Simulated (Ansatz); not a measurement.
# How fast states decay through CsNa2MoO3F3, part 3 of 3

Wanted: the relaxed cell of CsNa2MoO3F3, its band edges and its decay constants. It is built by putting Cs for part of the Na in the Na3MoO3F3 structure of space group R3, with the volume rescaled by atomic radii. The parent structure comes from the Materials Project.

Ansatz 0.2.0; PBEsol DFT, plane waves, PAW files (the session's first sound run).

So far, gap on the k-mesh (eV): step 3 (band edges) 3.74.

The structure was built from a prototype and need not be the compound's stable phase.

### 6. Decaying states in the gap, plane (101)

Level of this step: PBEsol DFT, plane waves, PAW files; complex bands by layer matching along the plane's normal (Ansatz).

The same for the (101) plane, at (0, 0) and (-0.5, 0), to see how the decay depends on direction.

input.yaml

```yaml
crystal:
  lattice:
    - [6.214487755, 0.0, 0.0]
    - [2.843616041, 5.220831538, 0.0]
    - [2.843616041, 1.836003481, 4.887348276]
  atoms:
    - { symbol: Cs, position: [0.2331169402, 0.2556276866, 0.2556276866] }
    - { symbol: Na, position: [0.4726548803, 0.5091150399, 0.5091150399] }
    - { symbol: Na, position: [0.8435225049, 0.7188258317, 0.7188258317] }
    - { symbol: Mo, position: [0.9933922942, 0.0022025686, 0.0022025686] }
    - { symbol: O, position: [0.1423145121, 0.8114235373, 0.7862213397] }
    - { symbol: O, position: [0.1423145121, 0.2600406109, 0.8114235373] }
    - { symbol: O, position: [0.1423145121, 0.7862213397, 0.2600406109] }
    - { symbol: F, position: [0.7176572647, 0.2021077074, 0.2815613992] }
    - { symbol: F, position: [0.7176572647, 0.2815613992, 0.7986736287] }
    - { symbol: F, position: [0.7176572647, 0.7986736287, 0.2021077074] }
kpoints:
  mp_grid: { grid: [6, 6, 6] }
scf:
  occupations: { method: fixed }
hamiltonian:
  xc: pbesol
output:
  eigenvalues: true
  transmission:
    leads: [[0, 0]]
    kpoints: [[0.0, 0.0], [-0.5, 0.0]]
    e_range: [-1.0, 4.74]
    de: 0.1
```

The run is started by

```console
$ ansatz run input.yaml --threads 2 --pin off --max-ram 4096MiB --backend cpu --events-out ev --progress --plain --runs-dir out
```

Numbers of over 12 decimals in the logs are rounded to 6 here.

Output:

```text
[...]
Crystal: 10 atoms, lattice volume = 158.569 Å³
Basis set: ecut = 420 eV, 3083 PW (Γ)
Bands: 50, of which v1, the nominal top of the filled ones, is band 40 counted from 1 (39 counted from 0)
Symmetry: 3 space group operations
[...]
k-points: 40 of 216 (time reversal used)
[...]
SCF iter   1: F=—  HF=-17527.122456 eV  |F-HF|=—  |Δ(HF+E_count)|=         —  Δρ=1.36e-2  dr2=2.45e-1  ethr=1.77e-3  ⟨swp⟩=5.0  Hψ=6756  notcnv=0  defer=299
[...]
SCF iter   8: F=-17527.069727 eV  HF=-17527.069727 eV  |F-HF|=1.78e-8  |Δ(HF+E_count)|=   2.25e-8  Δρ=3.68e-6  dr2=1.97e-8  ethr=1.25e-10  ⟨swp⟩=10.4  Hψ=6918  notcnv=0
SCF 1 converged in 8 iterations: F = -17527.069727 eV  dr2 = 1.97e-8
[...]
transmission: 9 of 18 steps passed
transmission: 18 of 18 steps passed
SCF converged after 8 iterations
Free energy (F): -17527.069727 eV
[...]
Internal energy: -17527.069727 eV  (E = F + TS)
E sigma→0 (E₀):  -17527.069727 eV
Fermi energy:    3.422302 eV
[...]
--- Band table (eV; the first three rows and the last of 40) ---
  k-point 0: bands = [... 36 lower, 2.2901, 3.3459, 3.3459, 3.4223, 7.3563, 7.6981, 7.6981, 9.0050, ... 6 higher]
  k-point 1: bands = [... 36 lower, 2.3180, 3.2833, 3.2927, 3.3888, 7.3935, 7.6654, 7.7479, 9.2742, ... 6 higher]
  k-point 2: bands = [... 36 lower, 2.3999, 3.1528, 3.1973, 3.3249, 7.4412, 7.6326, 7.8426, 9.9321, ... 6 higher]
  k-point 39: bands = [... 36 lower, 2.1928, 3.3307, 3.3307, 3.3879, 7.1642, 7.7459, 7.7459, 10.5463, ... 6 higher]
--- Transmission ---
  basis      : 283 plane waves across, 9 finite elements along
  points     : 2, as listed
[...]
crystal 0  : Na2O3F3Mo1Cs1, at the sites [0, 0], period 4.8873 Å: whole cells are its period
[...]
channels       : 0.000000e0 a spin
[...]
slowest decay  : 0.5201 /Å at (0.0000, 0.0000)
```

Run time: 66 s. Hardware: 2 threads of Intel Xeon 6975P-C (Granite Rapids), shared host; peak memory 1 GiB; 1.7 min of CPU time.

Numbers from this step:

```yaml
decay_constant_at_the_filling_level_zone_centre: 0.5201 Å⁻¹
decay_constant_at_the_filling_level_slowest_listed_point: 0.5201 Å⁻¹
```

K parallel (0, 0); values up to 1.5 1/Å, a degenerate pair printed once or twice; energies at which all values exceed this have no row. The Im kz of the slowest decaying states by energy, zero at the highest filled level on the SCF mesh:

```csv
energy (eV),decay 1 (Å⁻¹),decay 2 (Å⁻¹),decay 3 (Å⁻¹),decay 4 (Å⁻¹)
-1.000,0.257,0.416,0.442,0.536
-0.500,0.225,0.396,0.419,0.611
0.000,0.0394,0.217,0.531,0.660
0.500,0.440,0.494,0.638,0.766
1.000,0.495,0.558,0.615,0.664
1.500,0.516,0.593,0.670,0.686
2.000,0.520,0.612,0.695,0.701
2.500,0.507,0.615,0.704,0.709
3.000,0.477,0.596,0.701,0.711
3.500,0.409,0.541,0.693,0.708
4.000,0.395,0.490,0.684,0.737
4.500,0.178,0.300,0.626,0.672
```

K parallel (-0.5, 0); values up to 1.5 1/Å, a degenerate pair printed once or twice; energies at which all values exceed this have no row. The Im kz of the slowest decaying states by energy, zero at the highest filled level on the SCF mesh:

```csv
energy (eV),decay 1 (Å⁻¹),decay 2 (Å⁻¹),decay 3 (Å⁻¹),decay 4 (Å⁻¹)
-1.00,0.387,0.392,0.439,0.461
-0.70,0.231,0.444,0.458,0.465
-0.40,0.377,0.436,0.517,0.646
-0.10,0.489,0.546,0.696,0.760
0.00,0.205,0.411,0.505,0.561
0.10,0.263,0.314,0.519,0.526
0.40,0.376,0.434,0.556,0.589
0.70,0.445,0.495,0.586,0.600
1.00,0.497,0.534,0.602,0.612
1.30,0.542,0.564,0.590,0.635
1.60,0.575,0.582,0.656,0.779
1.80,0.584,0.586,0.672,0.777
2.10,0.589,0.592,0.705,0.765
2.40,0.585,0.596,0.722,0.788
2.70,0.571,0.604,0.701,0.816
3.00,0.502,0.571,0.629,0.678
3.30,0.416,0.554,0.647,0.653
3.60,0.261,0.521,0.603,0.678
3.80,0.484,0.559,0.696,0.854
4.10,0.183,0.375,0.440,0.728
4.40,0.289,0.384,0.481,0.763
4.70,0.433,0.473,0.559,0.793
```

At the listed wavevectors the last open channel is at -0.10 eV and the next at +3.80 eV on the grid. At +1.90 eV, the grid energy nearest the filling level (the middle of the gap on the SCF mesh), the slowest state at the listed wavevectors decays with κ = 0.520 Å⁻¹, its amplitude falling by e over 1.9 Å; the first such run, plane (001), gave 0.495 Å⁻¹.

### 7. Band edges at another level

This step: PBE DFT, plane waves, PAW files (Ansatz 0.2.0).

The edges again with PBE, at the same atoms.

input.yaml

```yaml
crystal:
  lattice:
    - [2.9725087948, 1.7161787528, 5.1806157951]
    - [-2.9725087948, 1.7161787528, 5.1806157951]
    - [0.0, -3.4323575057, 5.1806157951]
  atoms:
    - { symbol: Cs, position: [0.7443723134, 0.7443723134, 0.7443723134] }
    - { symbol: Na, position: [0.4908849601, 0.4908849601, 0.4908849601] }
    - { symbol: Na, position: [0.2811741683, 0.2811741683, 0.2811741683] }
    - { symbol: Mo, position: [0.9977974314, 0.9977974314, 0.9977974314] }
    - { symbol: O, position: [0.7399593891, 0.1885764627, 0.2137786603] }
    - { symbol: O, position: [0.2137786603, 0.7399593891, 0.1885764627] }
    - { symbol: O, position: [0.1885764627, 0.2137786603, 0.7399593891] }
    - { symbol: F, position: [0.2013263713, 0.7978922926, 0.7184386008] }
    - { symbol: F, position: [0.7978922926, 0.7184386008, 0.2013263713] }
    - { symbol: F, position: [0.7184386008, 0.2013263713, 0.7978922926] }
kpoints:
  mp_grid: { grid: [6, 6, 6] }
  band_path: { path: [VBM, CBM], npoints: 30 }
scf:
  occupations: { method: fixed }
hamiltonian:
  xc: pbe
output:
  eigenvalues: true
```

Output:

```text
[...]
Crystal: 10 atoms, lattice volume = 158.569 Å³
Basis set: ecut = 420 eV, 3083 PW (Γ)
Bands: 50, of which v1, the nominal top of the filled ones, is band 40 counted from 1 (39 counted from 0)
Symmetry: 3 space group operations
[...]
k-points: 40 of 216 (time reversal used)
[...]
SCF iter   1: F=—  HF=-17735.283349 eV  |F-HF|=—  |Δ(HF+E_count)|=         —  Δρ=2.30e-3  dr2=7.14e-3  ethr=1.77e-3  ⟨swp⟩=5.0  Hψ=6753  notcnv=0  defer=296
[...]
SCF iter   7: F=-17735.284769 eV  HF=-17735.284769 eV  |F-HF|=4.38e-8  |Δ(HF+E_count)|=   1.33e-7  Δρ=8.15e-6  dr2=7.59e-8  ethr=1.25e-10  ⟨swp⟩=9.0  Hψ=8216  notcnv=0
SCF 1 converged in 7 iterations: F = -17735.284769 eV  dr2 = 7.59e-8
[...]
SCF converged after 7 iterations
Free energy (F): -17735.284769 eV
[...]
Internal energy: -17735.284769 eV  (E = F + TS)
E sigma→0 (E₀):  -17735.284769 eV
Fermi energy:    3.526049 eV
[...]
--- Band table (eV; the first three rows and the last of 40) ---
  k-point 0: bands = [... 36 lower, 2.3849, 3.4472, 3.4472, 3.5260, 7.4720, 7.8084, 7.8084, 9.1420, ... 6 higher]
  k-point 1: bands = [... 36 lower, 2.4138, 3.3858, 3.3952, 3.4928, 7.5080, 7.7774, 7.8564, 9.4046, ... 6 higher]
  k-point 2: bands = [... 36 lower, 2.5002, 3.2572, 3.3015, 3.4298, 7.5558, 7.7443, 7.9481, 10.0464, ... 6 higher]
  k-point 39: bands = [... 36 lower, 2.2919, 3.4315, 3.4315, 3.4931, 7.2808, 7.8555, 7.8555, 10.6248, ... 6 higher]
```

Wall time 21 s (2 threads); peak memory 0.61 GiB.

Numbers from this step:

* free energy: -17735.2848 eV
* Fermi energy: 3.526 eV
* gap on the k-mesh: 3.755 eV
* gap on path: 3.755 eV, by band count; negative where bands overlap
* direct gap on path: 3.788 eV

Electronic bands along the path, in eV, zero at the Fermi level (highest filled level under fixed occupations); v1 is the highest filled band, c1 the lowest empty one:

```csv
point,v4,v3,v2,v1,c1,c2,c3,c4
VBM,-1.14,-0.08,-0.08,0.00,3.95,4.28,4.28,5.62
halfway,-1.23,-0.10,-0.08,-0.02,3.84,4.30,4.31,6.23
CBM,-1.23,-0.09,-0.09,-0.03,3.75,4.33,4.33,7.10
```

The searched edges give 3.75 eV, as on the mesh.

### 8. Complex bands at another level

This step: PBE DFT, plane waves, PAW files; complex bands by layer matching along the plane's normal (Ansatz 0.2.0).

The complex bands at that level, over its own gap, at (0, 0) and (0.5, 0).

input.yaml

```yaml
crystal:
  lattice:
    - [5.94501759, 0.0, 0.0]
    - [2.972508795, 5.148536259, 0.0]
    - [2.972508795, -1.716178753, 5.180615795]
  atoms:
    - { symbol: Cs, position: [0.4887446268, 0.2556276866, 0.7668830598] }
    - { symbol: Na, position: [0.9817699202, 0.5091150399, 0.5273451197] }
    - { symbol: Na, position: [0.5623483366, 0.7188258317, 0.1564774951] }
    - { symbol: Mo, position: [0.9955948628, 0.0022025686, 0.0066077058] }
    - { symbol: O, position: [0.9285358518, 0.8114235373, 0.8576854879] }
    - { symbol: O, position: [0.9537380494, 0.2600406109, 0.8576854879] }
    - { symbol: O, position: [0.402355123, 0.7862213397, 0.8576854879] }
    - { symbol: F, position: [0.9992186639, 0.2021077074, 0.2823427353] }
    - { symbol: F, position: [0.5163308934, 0.2815613992, 0.2823427353] }
    - { symbol: F, position: [0.9197649721, 0.7986736287, 0.2823427353] }
kpoints:
  mp_grid: { grid: [6, 6, 6] }
scf:
  occupations: { method: fixed }
hamiltonian:
  xc: pbe
output:
  eigenvalues: true
  transmission:
    leads: [[0, 0]]
    kpoints: [[0.0, 0.0], [0.5, 0.0]]
    e_range: [-1.0, 4.75]
    de: 0.14
```

Output:

```text
[...]
Crystal: 10 atoms, lattice volume = 158.569 Å³
Basis set: ecut = 420 eV, 3083 PW (Γ)
Bands: 50, of which v1, the nominal top of the filled ones, is band 40 counted from 1 (39 counted from 0)
Symmetry: 3 space group operations
[...]
k-points: 40 of 216 (time reversal used)
[...]
SCF iter   1: F=—  HF=-17735.283338 eV  |F-HF|=—  |Δ(HF+E_count)|=         —  Δρ=2.30e-3  dr2=7.14e-3  ethr=1.77e-3  ⟨swp⟩=5.0  Hψ=6748  notcnv=0  defer=299
[...]
SCF iter   7: F=-17735.284806 eV  HF=-17735.284806 eV  |F-HF|=4.57e-8  |Δ(HF+E_count)|=   1.59e-7  Δρ=7.79e-6  dr2=7.22e-8  ethr=1.25e-10  ⟨swp⟩=9.4  Hψ=8323  notcnv=0
SCF 1 converged in 7 iterations: F = -17735.284806 eV  dr2 = 7.22e-8
[...]
transmission: 8 of 16 steps passed
transmission: 16 of 16 steps passed
SCF converged after 7 iterations
Free energy (F): -17735.284806 eV
[...]
Internal energy: -17735.284806 eV  (E = F + TS)
E sigma→0 (E₀):  -17735.284806 eV
Fermi energy:    3.526035 eV
[...]
--- Band table (eV; the first three rows and the last of 40) ---
  k-point 0: bands = [... 36 lower, 2.3849, 3.4472, 3.4472, 3.5260, 7.4720, 7.8084, 7.8084, 9.1420, ... 6 higher]
  k-point 1: bands = [... 36 lower, 2.2887, 3.4293, 3.4509, 3.5178, 7.4142, 7.8168, 7.8238, 9.4399, ... 6 higher]
  k-point 2: bands = [... 36 lower, 2.2931, 3.4226, 3.4422, 3.5014, 7.3208, 7.8403, 7.8473, 10.1271, ... 6 higher]
  k-point 39: bands = [... 36 lower, 2.5591, 3.1468, 3.2443, 3.3793, 7.6605, 7.8224, 7.8675, 10.5454, ... 6 higher]
--- Transmission ---
  basis      : 265 plane waves across, 8 finite elements along
  points     : 2, as listed
[...]
channels       : 0.000000e0 a spin
[...]
slowest decay  : 0.5025 /Å at (0.0000, 0.0000)
```

Run time: 42 s. Hardware: 2 threads; peak memory 0.9 GiB.

This step gave:

```
level to which the leads are filled                       : 1.877 eV from the Fermi level
decay constant at the filling level, zone centre          : 0.5025 Å⁻¹
decay constant at the filling level, slowest listed point : 0.5025 Å⁻¹
```

K parallel (0, 0); values up to 1.5 1/Å, a degenerate pair printed once or twice; energies at which all values exceed this have no row. Im kz of the slowest decaying states against energy, zero at the highest filled level on the SCF mesh:

```csv
energy (eV),decay 1 (Å⁻¹),decay 2 (Å⁻¹),decay 3 (Å⁻¹),decay 4 (Å⁻¹)
-1.00,0.179,0.356,0.370,0.594
-0.58,0.320,0.445,0.497,0.678
-0.16,0.335,0.391,0.496,0.520
-0.02,0.352,0.411,0.580,0.841
0.26,0.432,0.551,0.773,0.789
0.68,0.463,0.658,0.885,0.893
1.10,0.483,0.716,0.928,0.946
1.52,0.496,0.748,0.851,0.982
1.80,0.501,0.759,0.832,1.00
2.22,0.504,0.765,0.815,1.01
2.64,0.503,0.761,0.801,0.803
3.06,0.500,0.664,0.746,0.784
3.48,0.460,0.500,0.713,0.760
3.90,0.526,0.635,0.724,0.892
4.32,0.299,0.589,0.704,0.878
4.74,0.289,0.637,0.697,0.713
```

K parallel (0.5, 0); values up to 1.5 1/Å, a degenerate pair printed once or twice; energies at which all values exceed this have no row. Im kz of the slowest decaying states against energy, zero at the highest filled level on the SCF mesh:

```csv
energy (eV),decay 1 (Å⁻¹),decay 2 (Å⁻¹),decay 3 (Å⁻¹),decay 4 (Å⁻¹)
-1.00,0.185,0.327,0.381,0.443
-0.72,0.328,0.372,0.498,0.517
-0.44,0.320,0.516,0.549,0.587
-0.16,0.368,0.410,0.655,0.733
-0.02,0.406,0.416,0.525,0.587
0.12,0.465,0.521,0.611,0.662
0.40,0.516,0.634,0.708,0.772
0.68,0.548,0.683,0.771,0.838
0.96,0.571,0.713,0.818,0.868
1.24,0.589,0.736,0.856,0.887
1.52,0.602,0.753,0.886,0.901
1.80,0.612,0.766,0.900,0.902
2.22,0.622,0.780,0.863,0.887
2.50,0.624,0.790,0.833,0.870
2.78,0.623,0.803,0.808,0.845
3.06,0.618,0.786,0.809,0.843
3.34,0.608,0.758,0.763,0.832
3.62,0.588,0.684,0.738,0.817
3.90,0.547,0.549,0.705,0.794
4.18,0.275,0.444,0.622,0.743
4.46,0.187,0.503,0.618,0.645
4.74,0.656,0.676,0.684,0.702
```

At the listed wavevectors the last open channel is at -0.02 eV and the next at +3.76 eV on the grid. At +1.94 eV, the grid energy nearest the filling level (the middle of the gap on the SCF mesh), the slowest state at the listed wavevectors decays with κ = 0.502 Å⁻¹, its amplitude falling by e over 2.0 Å; the first such run, plane (001), gave 0.495 Å⁻¹.

### 9. A check of the settings: output.transmission.temperature = 400.0

This step: PBEsol DFT, plane waves, PAW files; complex bands by layer matching along the plane's normal; changed: output.transmission.temperature = 400.0 (Ansatz 0.2.0).

This run repeats an earlier one, its twin (the complex run, plane (001)), with one setting changed (output.transmission.temperature; files written aside). It is meant to test how the leads' temperature enters. Where the input is shown as a difference, that is against the step before, not the twin.

Edit input.yaml of step 8 so:

```diff
@@ -21,3 +21,3 @@
 hamiltonian:
-  xc: pbe
+  xc: pbesol
 output:
@@ -27,3 +27,4 @@
     kpoints: [[0.0, 0.0], [0.5, 0.0]]
-    e_range: [-1.0, 4.75]
+    e_range: [-1.0, 4.74]
     de: 0.14
+    temperature: 400.0
```

Output:

```text
[...]
Crystal: 10 atoms, lattice volume = 158.569 Å³
Basis set: ecut = 420 eV, 3083 PW (Γ)
Bands: 50, of which v1, the nominal top of the filled ones, is band 40 counted from 1 (39 counted from 0)
Symmetry: 3 space group operations
[...]
k-points: 40 of 216 (time reversal used)
[...]
SCF iter   1: F=—  HF=-17527.122421 eV  |F-HF|=—  |Δ(HF+E_count)|=         —  Δρ=1.36e-2  dr2=2.45e-1  ethr=1.77e-3  ⟨swp⟩=5.0  Hψ=6754  notcnv=0  defer=301
[...]
SCF iter   8: F=-17527.069732 eV  HF=-17527.069732 eV  |F-HF|=1.76e-8  |Δ(HF+E_count)|=   2.28e-8  Δρ=3.67e-6  dr2=1.95e-8  ethr=1.25e-10  ⟨swp⟩=10.2  Hψ=6925  notcnv=0
SCF 1 converged in 8 iterations: F = -17527.069732 eV  dr2 = 1.95e-8
[...]
transmission: 8 of 16 steps passed
transmission: 16 of 16 steps passed
SCF converged after 8 iterations
Free energy (F): -17527.069732 eV
[...]
Internal energy: -17527.069732 eV  (E = F + TS)
E sigma→0 (E₀):  -17527.069732 eV
Fermi energy:    3.422303 eV
[...]
--- Band table (eV; the first three rows and the last of 40) ---
  k-point 0: bands = [... 36 lower, 2.2901, 3.3459, 3.3459, 3.4223, 7.3563, 7.6981, 7.6981, 9.0050, ... 6 higher]
  k-point 1: bands = [... 36 lower, 2.1921, 3.3275, 3.3498, 3.4137, 7.2981, 7.7068, 7.7137, 9.3100, ... 6 higher]
  k-point 2: bands = [... 36 lower, 2.1952, 3.3212, 3.3414, 3.3965, 7.2043, 7.7307, 7.7375, 10.0174, ... 6 higher]
  k-point 39: bands = [... 36 lower, 2.4547, 3.0404, 3.1405, 3.2728, 7.5517, 7.7110, 7.7598, 10.4128, ... 6 higher]
--- Transmission ---
  basis      : 265 plane waves across, 8 finite elements along
  points     : 2, as listed
[...]
channels       : 0.000000e0 a spin
[...]
slowest decay  : 0.4951 /Å at (0.0000, 0.0000)
```

Run time: 44 s. Hardware: 2 threads; peak memory 0.89 GiB; 68 s of CPU time.

Numbers from this step:

```yaml
free_energy: -17527.0697 eV
fermi_energy: 3.422 eV
gap_on_the_k_mesh: 3.742 eV
level_to_which_the_leads_are_filled: 1.871 eV from the Fermi level
decay_constant_at_the_filling_level_zone_centre: 0.4951 Å⁻¹
decay_constant_at_the_filling_level_slowest_listed_point: 0.4951 Å⁻¹
```

K parallel (0, 0); values up to 1.5 1/Å, a degenerate pair printed once or twice; energies at which all values exceed this have no row. Im kz of the slowest decaying states against energy, zero at the highest filled level on the SCF mesh:

```csv
energy (eV),decay 1 (Å⁻¹),decay 2 (Å⁻¹),decay 3 (Å⁻¹),decay 4 (Å⁻¹)
-1.00,0.171,0.348,0.363,0.585
-0.72,0.280,0.422,0.460,0.664
-0.44,0.341,0.443,0.511,0.655
-0.16,0.332,0.385,0.491,0.511
-0.02,0.344,0.405,0.564,0.838
0.12,0.409,0.481,0.583,0.705
0.40,0.437,0.589,0.808,0.832
0.68,0.456,0.652,0.877,0.889
0.96,0.470,0.694,0.928,0.953
1.24,0.481,0.723,0.884,0.957
1.52,0.489,0.742,0.845,0.979
1.80,0.494,0.752,0.826,0.997
2.22,0.496,0.758,0.809,1.00
2.50,0.496,0.757,0.799,0.849
2.78,0.494,0.750,0.756,0.789
3.06,0.491,0.659,0.739,0.777
3.34,0.490,0.536,0.719,0.762
3.62,0.323,0.495,0.688,0.742
3.90,0.517,0.627,0.716,0.896
4.18,0.276,0.431,0.560,0.696
4.46,0.300,0.510,0.601,0.693
4.74,0.282,0.630,0.687,0.715
```

K parallel (0.5, 0); values up to 1.5 1/Å, a degenerate pair printed once or twice; energies at which all values exceed this have no row. Im kz of the slowest decaying states against energy, zero at the highest filled level on the SCF mesh:

```csv
energy (eV),decay 1 (Å⁻¹),decay 2 (Å⁻¹),decay 3 (Å⁻¹),decay 4 (Å⁻¹)
-1.00,0.155,0.310,0.375,0.443
-0.72,0.322,0.364,0.496,0.509
-0.58,0.245,0.382,0.475,0.533
-0.30,0.161,0.519,0.576,0.622
-0.02,0.399,0.410,0.521,0.581
0.12,0.458,0.515,0.605,0.656
0.40,0.509,0.628,0.702,0.764
0.54,0.527,0.656,0.736,0.805
0.82,0.553,0.693,0.790,0.849
1.10,0.573,0.719,0.832,0.873
1.24,0.582,0.729,0.850,0.882
1.52,0.595,0.746,0.879,0.895
1.80,0.605,0.758,0.893,0.894
1.94,0.609,0.763,0.889,0.891
2.22,0.614,0.772,0.857,0.882
2.50,0.616,0.781,0.826,0.866
2.64,0.616,0.785,0.813,0.854
2.92,0.613,0.790,0.802,0.824
3.20,0.605,0.767,0.780,0.833
3.34,0.598,0.753,0.755,0.827
3.62,0.577,0.677,0.729,0.812
3.76,0.560,0.622,0.714,0.802
4.04,0.128,0.287,0.521,0.665
4.32,0.519,0.574,0.596,0.772
4.46,0.174,0.504,0.616,0.638
4.74,0.670,0.673,0.673,0.733
```

The temperature enters the conductance and not T(E) itself. No conductance was computed here for it to change.

### 10. Summary of results

| Property | Result |
| --- | --- |
| band gap | 3.74 eV |
| least decay constant at mid-gap, normal to (001) | 0.495 Å⁻¹ |
| least decay constant at mid-gap, normal to (101) | 0.520 Å⁻¹ |
| least decay constant on a mesh, normal to (001) | 0.494 Å⁻¹ |
| least decay constant, PBE | 0.502 Å⁻¹ |

In words: With PBEsol, the slowest decay at the wavevectors tried is κ = 0.495 Å⁻¹, normal to (001). Through such a film the transmission near mid-gap falls as exp(−2κd), a factor of ten every 2.3 Å. The directions tried decay at nearly the same rate. A free electron under a barrier of half the gap would need a mass of 0.50 mₑ to decay at this rate. With PBE the gap goes from 3.74 to 3.75 eV and the decay constant, over the first 2 listed wavevectors, from 0.495 to 0.502 Å⁻¹. The compound is made up by substitution; its stability against other phases and against distortions of the cell's symmetry was not tested. A semilocal functional narrows gaps, so real decay constants are likely larger.

[Logs are printed without paths, hosts, clocks, repeated set-up lines and the standing remarks that a program may print on its own settings, such as how far it seeks lower states.]

[Hosts, paths, dates, database ids (printed as entryN), source tags and the programs' standing remarks are cut or masked in the printed files.]
